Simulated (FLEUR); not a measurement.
## Anisotropy of FePt (volume factor 0.92 on the database's cell) with FLEUR

Wanted: anisotropy for FePt (volume factor 0.92 on the database's cell), with the cost of each step.

Method: PBE; all-electron FLAPW, Dirac cores, scalar-relativistic bands, in FLEUR MaX-R8.1.

### Step 1. The structure

It takes space group P4/mmm (No. 123, tetragonal). The conventional cell has a = 2.649 Å, b = 2.649 Å, c = 3.618 Å, α = 90.00°, β = 90.00°, γ = 90.00°. Nearest to Fe lie 8 Pt at 2.60 Å and 4 Fe at 2.65 Å. Nearest to Pt lie 8 Fe at 2.60 Å and 4 Pt at 2.65 Å. Farther neighbours are not listed.

Coordinates:

```cif
data_structure
_symmetry_space_group_name_H-M 'P 1'
_symmetry_Int_Tables_number 1
_cell_length_a 2.6488
_cell_length_b 2.6488
_cell_length_c 3.6180
_cell_angle_alpha 90.000
_cell_angle_beta 90.000
_cell_angle_gamma 90.000
_cell_volume 25.39
loop_
_atom_site_label
_atom_site_type_symbol
_atom_site_fract_x
_atom_site_fract_y
_atom_site_fract_z
_atom_site_occupancy
Fe1 Fe 0.00000 0.00000 0.00000 1
Pt2 Pt 0.50000 0.50000 0.50000 1
```

The cell is strained on purpose: volume factor 0.92 on the database's cell.

### Step 2. The magnetic state

The force theorems are single passes in this state's potential, so it has to be converged first.

No symmetry is used, so that later steps may turn the spins freely; k and −k are joined. inpgen writes inp.xml from crystal.txt; cutoffs, mixing, functional, smearing and local orbitals are then set in the file. The k list scf (kpts.xml, not shown) is a Γ-centred 10×10×10 mesh; where the ranks do not divide the number of points, some are split in two of half the weight.

Contents of inp.xml:

```
<?xml version="1.0" encoding="UTF-8" standalone="no"?>
<fleurInput fleurInputVersion="0.39">
   <comment>
      FePt
   </comment>
   <calculationSetup>
      <cutoffs Kmax="3.6" Gmax="10.8" GmaxXC="10.8" numbands="0"/>
      <scfLoop itmax="110" minDistance="0.00002" maxIterBroyd="15" imix="Anderson" alpha="0.05" precondParam="0.0" spinf="2.0" sdNocoIR="T"/>
      <coreElectrons ctail="F" frcor="F" kcrel="0" coretail_lmax="0"/>
      <xcFunctional name="pbe" relativisticCorrections="F"/>
      <magnetism jspins="2" l_noco="F" l_ss="F">
         <qss>0.0 0.0 0.0</qss>
         <mtNocoParams l_mperp="F" l_mtNocoPot="F" l_relaxSQA="F" mag_mixing_scheme="0" mix_RelaxWeightOffD="1.0" l_constrained="F" mix_constr="1.0"/>
         <sourceFreeMag l_sourceFree="F" l_scaleMag="F" mag_scale="1.0"/>
      </magnetism>
      <soc l_soc="F" theta="0.0" phi="0.0" spav="F"/>
      <expertModes spex="0" secvar="F"/>
      <geometryOptimization l_f="F" forcealpha="1.0" forcemix="BFGS" epsdisp="0.00001" epsforce="0.00001"/>
      <ldaU l_linMix="F" mixParam="0.05" spinf="1.0"/>
   </calculationSetup>
   <cell>
      <bzIntegration valenceElectrons="32.0" mode="hist" fermiSmearingEnergy="0.00183747">
         <kPointListSelection listName="scf"/>
         <xi:include xmlns:xi="http://www.w3.org/2001/XInclude" href="kpts.xml"> </xi:include>
      </bzIntegration>
      <xi:include xmlns:xi="http://www.w3.org/2001/XInclude" href="sym.xml"> </xi:include>
      <bulkLattice scale="1.0">
         <bravaisMatrix>
            <row-1>    5.0055928626325903     0.0000000000000000     0.0000000000000000</row-1>
            <row-2>    0.0000000000000000     5.0055928626325903     0.0000000000000000</row-2>
            <row-3>    0.0000000000000000     0.0000000000000000     6.8370866231687710</row-3>
         </bravaisMatrix>
      </bulkLattice>
   </cell>
   <atomSpecies>
      <species name="Iron (Fe) 2.800" element="Fe" atomicNumber="26">
         <mtSphere radius="2.4" gridPoints="793" logIncrement="0.015"/>
         <atomicCutoffs lmax="10" lnonsphr="8"/>
         <electronConfig flipSpins="F">
            <coreConfig>(1s1/2) (2s1/2) (2p1/2) (2p3/2)</coreConfig>
            <valenceConfig>(3s1/2) (3p1/2) (3p3/2) (4s1/2) (3d3/2) (3d5/2)</valenceConfig>
            <stateOccupation state="(3d3/2)" spinUp="1.4" spinDown="1.0"/>
            <stateOccupation state="(3d5/2)" spinUp="3.0" spinDown="0.6"/>
         </electronConfig>
         <energyParameters s="4" p="4" d="3" f="4"/>
         <lo type="SCLO" l="0" n="3" eDeriv="0"/>
         <lo type="SCLO" l="1" n="3" eDeriv="0"/>
      </species>
      <species name="Platinum (Pt)" element="Pt" atomicNumber="78">
         <mtSphere radius="2.4" gridPoints="793" logIncrement="0.017"/>
         <atomicCutoffs lmax="10" lnonsphr="8"/>
         <electronConfig flipSpins="F">
            <coreConfig>(1s1/2) (2s1/2) (2p1/2) (2p3/2) (3s1/2) (3p1/2) (3p3/2) (4s1/2) (3d3/2) (3d5/2) (4p1/2) (4p3/2) (5s1/2) (4d3/2) (4d5/2) (4f5/2) (4f7/2)</coreConfig>
            <valenceConfig>(5p1/2) (5p3/2) (6s1/2) (5d3/2) (5d5/2)</valenceConfig>
            <stateOccupation state="(6s1/2)" spinUp="0.500000" spinDown="0.500000"/>
            <stateOccupation state="(5d3/2)" spinUp="1.800000" spinDown="1.800000"/>
            <stateOccupation state="(5d5/2)" spinUp="2.700000" spinDown="2.700000"/>
         </electronConfig>
         <energyParameters s="6" p="6" d="5" f="5"/>
         <lo type="SCLO" l="1" n="5" eDeriv="0"/>
      </species>
   </atomSpecies>
   <atomGroups>
      <atomGroup species="Iron (Fe) 2.800">
         <relPos label="                   1">.0000000000 .0000000000 .0000000000</relPos>
         <force calculate="T" relaxXYZ="TTT"/>
         <nocoParams  alpha="0.0" beta="0.0"/>
      </atomGroup>
      <atomGroup species="Platinum (Pt)">
         <relPos label="                   2">1.000/2.000 1.000/2.000 1.000/2.000</relPos>
         <force calculate="T" relaxXYZ="TTT"/>
         <nocoParams  alpha="0.0" beta="0.0"/>
      </atomGroup>
   </atomGroups>
   <output dos="F" band="F" slice="F">
      <bandDOS minEnergy="-.5*Htr" maxEnergy="0.5*Htr" sigma="0.015" storeEVData="T"/>
      <plotting iplot="0" polar="F">
         <plot TwoD="T" vec1="  1.0  0.0  0.0" vec2="  0.0  1.0  0.0" vec3="  0.0  0.0  1.0" zero="  0.0  0.0  0.0" file="plot"/>
      </plotting>
      <moessbauerParams electricFieldGradient="F" isomerShift="F" coreHyperfine="F" valenceHyperfine="F"/>
   </output>
</fleurInput>
```

Contents of crystal.txt:

```
FePt
&input film=F cartesian=F /
2.64884567000  0.00000000000  0.00000000000
0.00000000000  2.64884567000  0.00000000000
0.00000000000  0.00000000000  3.61803043000
1.8897261246
1.0 1.0 1.0

2
26 0.00000000000  0.00000000000  0.00000000000 : 2.800
78 0.50000000000  0.50000000000  0.50000000000

&kpt div1=10 div2=10 div3=10 gamma=T /
```

Run with:

```sh
OMP_NUM_THREADS=1 inpgen -f crystal.txt -nosym -noco > inpgen.log  # inp.xml is then edited as shown
OMP_NUM_THREADS=1 mpirun -n 4 fleur_MPI > fleur.log
```

The program printed:

```text
Welcome to FLEUR        (www.flapw.de)
      MaX-Release 8.1          (www.max-centre.eu)

 ========== k-point set info ==========
 Selected k-point list: scf
 k-point list type: mesh
 0 x 0 x 0
 Number of k points: 504

 ------------Calculation Setup---------------------------
 Number of MPI-tasks      :            4
 Number of PE/node        :            4
 Number of OMP-threads    :            1
 k-points in parallel     :            4
 pe's per k-point         :            1
 No of k-point loops      :          126
 Eigenvalue solver        :       lapack
 Number of basis functions:          156
 Approximate size of matrices (H+S) per k-point:         0.001 GB
 --------------------------------------------------------
 Complex matrix made real
 Complex matrix made real
 Iteration:     1   Distance:      41.70879416 me/bohr^3
 Iteration:     2   Distance:      17.92673548 me/bohr^3
 Iteration:     3   Distance:      14.03784458 me/bohr^3
 Iteration:     4   Distance:      10.10593881 me/bohr^3
 Iteration:     5   Distance:       8.55157552 me/bohr^3
 Iteration:     6   Distance:       8.80192112 me/bohr^3
 Iteration:     7   Distance:       4.07926708 me/bohr^3
 Iteration:     8   Distance:       4.03047442 me/bohr^3
 Iteration:     9   Distance:       1.39099880 me/bohr^3
 Iteration:    10   Distance:       1.42772743 me/bohr^3
 Iteration:    11   Distance:       0.38497255 me/bohr^3
 Iteration:    12   Distance:       0.20003361 me/bohr^3
 Iteration:    13   Distance:       0.16339808 me/bohr^3
 Iteration:    14   Distance:       0.04046576 me/bohr^3
 Iteration:    15   Distance:       0.05157101 me/bohr^3
 Iteration:    16   Distance:       0.04343212 me/bohr^3
 Iteration:    17   Distance:       0.03379582 me/bohr^3
 Iteration:    18   Distance:       0.01376408 me/bohr^3
 Iteration:    19   Distance:       0.01060597 me/bohr^3
 Iteration:    20   Distance:       0.00541246 me/bohr^3
 Iteration:    21   Distance:       0.00193264 me/bohr^3
 Iteration:    22   Distance:       0.00158790 me/bohr^3
 Iteration:    23   Distance:       0.00027847 me/bohr^3
 Iteration:    24   Distance:       0.00006368 me/bohr^3
 Iteration:    25   Distance:       0.00005338 me/bohr^3
 Iteration:    26   Distance:       0.00001397 me/bohr^3

 ********************************************************************
 Run finished successfully
 Stop message:
   all done
 ********************************************************************

--- out.xml (last complete iteration) ---
<iteration numberForCurrentRun="   26" overallNumber="   26">
         [... left out ...]
         <bandgap value="0.0004349030" units="eV"/>
         <sumValenceSingleParticleEnergies value="-16.6179831908" units="Htr"/>
         <FermiEnergy value="0.4863706014" units="Htr"/>
         <valenceDensity>
            <mtCharges spin="1">
               <mtCharge atomType="1" total="9.0254358" s="1.2175219" p="3.2409623" d="4.5285981" f="0.0283489"/>
               <mtCharge atomType="2" total="7.3859743" s="0.2487817" p="3.1736549" d="3.9269198" f="0.0284379"/>
            </mtCharges>
            <mtCharges spin="2">
               <mtCharge atomType="1" total="6.1695573" s="1.2099031" p="3.2449864" d="1.6791893" f="0.0262897"/>
               <mtCharge atomType="2" total="6.9764028" s="0.2645697" p="3.2084654" d="3.4736655" f="0.0232554"/>
            </mtCharges>
            <spinDependentCharge spin="1" total="17.6056197" interstitial="1.1942096" mtSpheres="16.4114101"/>
            <spinDependentCharge spin="2" total="14.3943803" interstitial="1.2484203" mtSpheres="13.1459601"/>
            <totalCharge value="32.0000000000"/>
         </valenceDensity>
         [... left out ...]
         <allElectronCharges>
            <spinDependentCharge spin="1" total="53.6056197" interstitial="1.1951300" mtSpheres="52.4104897"/>
            <spinDependentCharge spin="2" total="50.3943803" interstitial="1.2493456" mtSpheres="49.1450348"/>
            <totalCharge value="104.0000000119"/>
         </allElectronCharges>
         <magneticMomentsInMTSpheres units="muBohr">
            <globalMagMoment atomType="1" vec="0.00000   0.00000   2.85588"/>
            <localMagMoment atomType="1" vec="0.00000   0.00000   2.85588"/>
            <globalMagMoment atomType="2" vec="0.00000   0.00000   0.40958"/>
            <localMagMoment atomType="2" vec="0.00000   0.00000   0.40958"/>
         </magneticMomentsInMTSpheres>
         <moessbauerParams unitsHFF="kG" unitsIS="e/bohr^3" unitsEFG="Htr/bohr^2">
         </moessbauerParams>
         <totalEnergy value="   -19719.5404541041" units="Htr">
            <sumOfEigenvalues value="   -12055.8697597745">
               <coreElectrons value="-12039.2517765837"/>
               <valenceElectrons value="-16.6179831908"/>
            </sumOfEigenvalues>
            <densityCoulombPotentialIntegral value="-33916.9827749608"/>
            <densityEffectivePotentialIntegral value="-34457.3690070526"/>
            <chargeDenXCDenIntegral value="-413.3737987139"/>
            <FockExchangeEnergyValence value="0.0000000000"/>
            <FockExchangeEnergyCore value="0.0000000000"/>
            <atomTypeDependentContributions atomType="1">
               <electronNucleiInteractionDifferentMTs value="1521.8438021882"/>
               <MadelungTerm value="-10.3107048305"/>
            </atomTypeDependentContributions>
            <atomTypeDependentContributions atomType="2">
               <electronNucleiInteractionDifferentMTs value="23174.1668343447"/>
               <MadelungTerm value="-42.8531738244"/>
            </atomTypeDependentContributions>
            <tkbTimesEntropy value="0.0004089687"/>
            <freeEnergy value="-19719.5408630728"/>
            <extrapolationTo0K value="-19719.5406585884"/>
         </totalEnergy>
         <densityConvergence units="me/bohr^3">
            <chargeDensity spin="1" distance="0.0000063889"/>
            <chargeDensity spin="2" distance="0.0000120084"/>
            <overallChargeDensity distance="0.0000132274"/>
            <spinDensity distance="0.0000139669"/>
         </densityConvergence>
      </iteration>
```

The job ended after 4.3 min (4 MPI ranks of Arm Neoverse V1, shared host; peak memory 0.6 GiB; 17 min of CPU time).

Numbers from this step:

| Quantity | Value |
| --- | --- |
| free energy | -536596.0430 eV |
| program's band gap on this mesh (in a metal only a level spacing) | 4.35e-4 eV |
| magnetization | 3.211 μB |
| final state | ferromagnetic |
| largest moment | 2.856 μB |

After 26 cycles the largest moment stands at 2.86 μB.

### Step 3. Energy against the direction of the moments, rung 1

Anisotropy is a small difference, so it is taken from sums over occupied states at a frozen potential, where most errors cancel.

One pass with spin–orbit coupling for each direction, from the saved density. Inversion lets half of the mesh serve, which the program's warning doesn't know. The k list mae (kpts.xml, not shown) is a Γ-centred 14×14×11 mesh.

Edit inp.xml of step 2 so:

```diff
@@ -6,4 +6,4 @@
    <calculationSetup>
-      <cutoffs Kmax="3.6" Gmax="10.8" GmaxXC="10.8" numbands="0"/>
-      <scfLoop itmax="110" minDistance="0.00002" maxIterBroyd="15" imix="Anderson" alpha="0.05" precondParam="0.0" spinf="2.0" sdNocoIR="T"/>
+      <cutoffs Kmax="3.6" Gmax="10.8" GmaxXC="10.8" numbands="72"/>
+      <scfLoop itmax="1" minDistance="0.00002" maxIterBroyd="15" imix="Anderson" alpha="0.05" precondParam="0.0" spinf="2.0" sdNocoIR="T"/>
       <coreElectrons ctail="F" frcor="F" kcrel="0" coretail_lmax="0"/>
@@ -15,3 +15,3 @@
       </magnetism>
-      <soc l_soc="F" theta="0.0" phi="0.0" spav="F"/>
+      <soc l_soc="T" theta="0.0" phi="0.0" spav="F"/>
       <expertModes spex="0" secvar="F"/>
@@ -22,3 +22,3 @@
       <bzIntegration valenceElectrons="32.0" mode="hist" fermiSmearingEnergy="0.00183747">
-         <kPointListSelection listName="scf"/>
+         <kPointListSelection listName="mae"/>
          <xi:include xmlns:xi="http://www.w3.org/2001/XInclude" href="kpts.xml"> </xi:include>
@@ -81,2 +81,5 @@
    </output>
+   <forceTheorem>
+      <MAE theta="0.0 1.5707963 1.5707963 0.7853982" phi="0.0 0.0 0.7853982 0.0"/>
+   </forceTheorem>
 </fleurInput>
```

Run with:

```sh
OMP_NUM_THREADS=1 mpirun -n 4 fleur_MPI -warn_only > fleur.log
```

The program printed:

```text
[banner, memory and clock lines left out]
Welcome to FLEUR        (www.flapw.de)
      MaX-Release 8.1          (www.max-centre.eu)
************FLEUR-Warning*****************
Error message: k-point set is not compatible to missing time-reversal symmetry in calculation.
Error occurred in subroutine: gen_bz
Error from PE:0/4
Other PEs with error messages:
     1-k-point set is not compatible to missing time-reversal symmetry in calculation.
     2-k-point set is not compatible to missing time-reversal symmetry in calculation.
     3-k-point set is not compatible to missing time-reversal symmetry in calculation.
*****************************************
************FLEUR-Warning*****************
Error message: k-point set is not compatible to missing time-reversal symmetry in calculation.
Error occurred in subroutine: gen_bz
Error from PE:1/4
Other PEs with error messages:
     2-k-point set is not compatible to missing time-reversal symmetry in calculation.
     3-k-point set is not compatible to missing time-reversal symmetry in calculation.
*****************************************

 ========== k-point set info ==========
 Selected k-point list: mae
 k-point list type: mesh
 0 x 0 x 0
 Number of k points: 1080

 [... set-up left out ...]
 ********************************************************************
 Run finished successfully
 Stop message:
   Forcetheorem MAE
 ********************************************************************

--- out.xml (force theorem) ---
<Forcetheorem_MAE Angles="4" units="Htr">
            <Angle theta="0.0000000" phi="0.0000000" ev-sum="-16.664744736"/>
            <Angle theta="1.5707963" phi="0.0000000" ev-sum="-16.664635969"/>
            <Angle theta="1.5707963" phi="0.7853982" ev-sum="-16.664640047"/>
            <Angle theta="0.7853982" phi="0.0000000" ev-sum="-16.664692608"/>
         </Forcetheorem_MAE>
```

The job ended after 1.7 min (4 MPI ranks; peak memory 1.1 GiB).

Anisotropy energies, by row:

```
                              axis       x       y       z  band energy less the first axis' (meV a cell)
                             [001]       0       0       1                                              0
                             [100]       1       0       0                                           2.96
                             [110]  0.7071  0.7071       0                                          2.849
45 degrees from [001] toward [100]  0.7071       0  0.7071                                          1.418
```

Indices are those of the standard conventional cell; x, y, z give the same directions in the axes of the input.

### Step 4. Energy against the direction of the moments, rung 2

A second rung shows how far the first can be trusted.

The k list mae (kpts.xml, not shown) is a Γ-centred 21×21×16 mesh.

inp.xml is that of step 3.

The program printed:

```text
[banner, memory and clock lines left out]
Welcome to FLEUR        (www.flapw.de)
      MaX-Release 8.1          (www.max-centre.eu)
************FLEUR-Warning*****************
Error message: k-point set is not compatible to missing time-reversal symmetry in calculation.
Error occurred in subroutine: gen_bz
Error from PE:0/4
Other PEs with error messages:
     1-k-point set is not compatible to missing time-reversal symmetry in calculation.
     2-k-point set is not compatible to missing time-reversal symmetry in calculation.
*****************************************
[...]
k-point list type: mesh
 0 x 0 x 0
 Number of k points: 3532

 [... set-up left out ...]
 ********************************************************************
 Run finished successfully
 Stop message:
   Forcetheorem MAE
 ********************************************************************

--- out.xml (force theorem) ---
<Forcetheorem_MAE Angles="4" units="Htr">
            <Angle theta="0.0000000" phi="0.0000000" ev-sum="-16.664834342"/>
            <Angle theta="1.5707963" phi="0.0000000" ev-sum="-16.664721202"/>
            <Angle theta="1.5707963" phi="0.7853982" ev-sum="-16.664721824"/>
            <Angle theta="0.7853982" phi="0.0000000" ev-sum="-16.664777996"/>
         </Forcetheorem_MAE>
```

Run time: 5.5 min. Hardware: 4 MPI ranks; peak memory 2.8 GiB; 22 min of CPU time.

Anisotropy energies, by row:

```
                              axis       x       y       z  band energy less the first axis' (meV a cell)
                             [001]       0       0       1                                              0
                             [100]       1       0       0                                          3.079
                             [110]  0.7071  0.7071       0                                          3.062
45 degrees from [001] toward [100]  0.7071       0  0.7071                                          1.533
```

(Continued in part 2 of 2.)

[Logs and program files are shortened in this print: banners, set-up blocks, solver, clock and traceback lines can be left out without a mark of their own.]

[Logs are printed without paths, hosts, clocks, repeated set-up lines and the standing remarks that a program may print on its own settings, such as how far it seeks lower states.]

[Hosts, paths, dates, database ids (printed as entryN), source tags and the programs' standing remarks are cut or masked in the printed files.]

[Where a cell is said to come from a database of computed structures, the database is the Materials Project.]
